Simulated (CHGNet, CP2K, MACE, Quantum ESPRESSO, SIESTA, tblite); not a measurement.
# Bulk modulus of rapidly quenched Cu37Al22Si42 (at. %) (79 atoms) across programs

How stiff is rapidly quenched Cu37Al22Si42 (at. %) (79 atoms) under an even change of volume, and do other programs and learned potentials give the same pressure and slope as plane waves?

Results are calculated, not measured.

In doubt: a PseudoDojo file used here is known to give poor structures and forces (SIESTA), which bears on pressures, cells, forces and phonons.

## (1) Set-up

The cell holds 79 atoms (29 Cu, 17 Al and 33 Si), with edges of 10.87, 10.87 and 10.87 Å. Recipe: 79 atoms (29 Cu, 17 Al, 33 Si) placed at random at 4.03 g/cm³, melted at 2000 K for 10 ps at fixed volume with the MEAM Al-Si-Mg-Cu-Fe potential (Jelinek et al., Phys. Rev. B 85, 245102 (2012)). Quenched from 1600 K to 300 K at 50 K/ps and zero pressure, held 5 ps, then minimised at fixed cell. Then the atoms were relaxed with MACE MP-0b3 medium in the fixed cell.

## (2) The reference input

Quantum ESPRESSO 7.5: Kohn-Sham DFT, PBE, SSSP efficiency 1.3.0 pseudopotentials, plane waves. Its input, pw.in, for the unchanged cell:

```
&control
  calculation = 'scf'
  pseudo_dir = './pseudo'
  outdir = './tmp'
  disk_io = 'none'
  tprnfor = .true.
  tstress = .true.
/
&system
  ibrav = 0
  nat = 79
  ntyp = 3
  ecutwfc = 60
  ecutrho = 480
  nosym = .true.
  occupations = 'smearing'
  smearing = 'fd'
  degauss = 0.003675
/
&electrons
  conv_thr = 4.0e-07
  electron_maxstep = 100
  mixing_beta = 0.2
  mixing_mode = 'local-TF'
  diagonalization = 'david'
/
ATOMIC_SPECIES
Cu 63.546 Cu.upf
Al 26.982 Al.upf
Si 28.085 Si.upf
CELL_PARAMETERS angstrom
10.86632 0.00000 0.00000
0.00000 10.86632 0.00000
0.00000 0.00000 10.86632
ATOMIC_POSITIONS crystal
Cu 0.42272 0.71902 0.69191
Cu 0.64948 0.04747 0.58047
Cu 0.04220 0.54110 0.55847
Cu 0.57806 0.23138 0.88481
[... 73 atom lines left out ...]
Si 0.61590 0.88788 0.04660
Si 0.20312 0.56292 0.40715
K_POINTS gamma
```

```console
$ OMP_NUM_THREADS=1 mpirun -np 4 pw.x -in pw.in > output.txt
```

Elapsed: 6.5 min, on 4 MPI ranks of Arm Neoverse V1, shared host; peak memory 4.7 GiB.

It converged with an r.m.s. force component of 0.22 eV/Å and a pressure of -3.0 GPa.

## (3) The levels

Every level solves the same cells as single points. CPU time is summed over a level's finished runs, on a host shared with the other runs, so it is rough; the force column is the median over cells of the r.m.s. difference of force components from the reference.

```
                level                    basis or training data  k-points  runs finished  CPU time  peak memory (GiB)  force difference (meV/Å)
              QE, PBE   plane waves, SSSP efficiency, 60/480 Ry         Γ         3 of 3    79 min                4.9                 reference
CP2K double zeta, PBE                     DZVP-UZH, GTH, 800 Ry         Γ         3 of 3    64 min                8.8                        23
      SIESTA DZP, PBE  DZP orbitals, shift 0.01 Ry, mesh 500 Ry         Γ         3 of 3    53 min                3.4                        49
         CHGNet 0.3.0        trained on PBE(+U) plane-wave data         -         3 of 3      12 s                1.1                       230
   MACE MP-0b3 medium        trained on PBE(+U) plane-wave data         -         3 of 3      26 s               0.96                       216
```

The reference's own r.m.s. force component runs from 206 to 226 meV/Å over these cells. MACE MP-0b3 medium relaxed the atoms, so in the cells that it relaxed its forces are near zero and its entry mostly repeats the reference's forces.

## (4) Pressure against volume

The cell is scaled evenly, and at each volume MACE MP-0b3 medium relaxes the atoms again before the single points. The unchanged volume is 16.241 Å³ an atom. Pressures in GPa:

| level | -3 % | 0 | +3 % |
| --- | --- | --- | --- |
| QE, PBE | -1.16 | -3.03 | -4.58 |
| CP2K double zeta, PBE | -0.94 | -2.79 | -4.33 |
| SIESTA DZP, PBE | -1.36 | -3.28 | -4.91 |
| CHGNet 0.3.0 | -3.46 | -5.27 | -6.94 |
| MACE MP-0b3 medium | -1.80 | -3.44 | -4.85 |

Energy less that of the unchanged cell at the same level, in meV an atom:

| level | -3 % | +3 % |
| --- | --- | --- |
| QE, PBE | -5.10 | 10.99 |
| CP2K double zeta, PBE | -3.73 | 9.92 |
| SIESTA DZP, PBE | -7.92 | 14.32 |
| CHGNet 0.3.0 | -12.71 | 17.67 |
| MACE MP-0b3 medium | -8.30 | 12.50 |

## (5) Moduli

From the three volumes nearest the unchanged one: B from the slope of pressure against ln V and from the curvature of the energy, the pressure that the slope of the energy implies, and the volume change at which the printed pressure crosses zero (a dash if it doesn't within the range).

| level | B from pressures (GPa) | B from energies (GPa) | printed pressure (GPa) | pressure from energies (GPa) | zero pressure at (%) |
| --- | --- | --- | --- | --- | --- |
| QE, PBE | 57.0 | 64.5 | -3.03 | -2.65 | - |
| CP2K double zeta, PBE | 56.5 | 67.9 | -2.79 | -2.25 | - |
| SIESTA DZP, PBE | 59.2 | 70.1 | -3.28 | -3.66 | - |
| CHGNet 0.3.0 | 57.9 | 54.3 | -5.27 | -4.99 | - |
| MACE MP-0b3 medium | 50.8 | 46.0 | -3.44 | -3.42 | - |

As a check by hand on the reference: from -3 to +3 % the pressure falls by 3.42 GPa while ln V grows by 0.0600, a ratio of 57.0 GPa.

## (6) Findings

The plane-wave reference (PBE) gives a bulk modulus of 57.0 GPa from its pressures, at a volume where its pressure is -3.03 GPa, and the pressure stays negative over the whole range. Other programs at PBE: CP2K double zeta, PBE 56.5 GPa (-1 %) and SIESTA DZP, PBE 59.2 GPa (+4 %); their pressures lie -0.25 to +0.25 GPa from the reference's. Learned potentials: CHGNet 0.3.0 57.9 GPa (+2 %) and MACE MP-0b3 medium 50.8 GPa (-11 %); their pressures lie -2.24 to -0.40 GPa from the reference's.

All slopes lie within 11 % of the reference's, while the pressures at one volume spread over 2.5 GPa, so the levels would settle at unlike volumes. Moduli from the energies run from 46 to 70 GPa and part from those from pressures by as much as +20 % (CP2K double zeta, PBE); they rest on differences of a few meV an atom and hold the work of each level's leftover forces.

**Limits.** The atoms follow MACE MP-0b3 medium, not each level's own minimum, so these moduli only approach relaxed ones and hang on that choice. Three points at finite strain give rough moduli, at the given volume rather than at zero pressure. Pressures at a fixed plane-wave cutoff or in a small atom-centred basis hold some basis error. The quench rate of 50 K/ps is many orders above laboratory rates, so the cell is likely richer in defects and strain than a real sample. The reference samples only Γ, in a cell whose shortest periodic width is 11 Å. The reference isn't exact: its cutoffs and mesh weren't converged further here. SIESTA's automatically made basis is far from complete, and its potentials were converted by us (checked for H, C, O, Si, Ge and Ca alone). The reference has no spin polarisation, so local moments can't form. Where levels are smeared, the DFT runs use Fermi–Dirac occupations at 580 K (0.05 eV), and energies are free energies.

[Long decimals in the printed logs are rounded to 6 places.]

[Logs are printed without paths, hosts, clocks, repeated set-up lines and the standing remarks that a program may print on its own settings, such as how far it seeks lower states.]

[Hosts, paths, dates, database ids (printed as entryN), source tags and the programs' standing remarks are cut or masked in the printed files.]
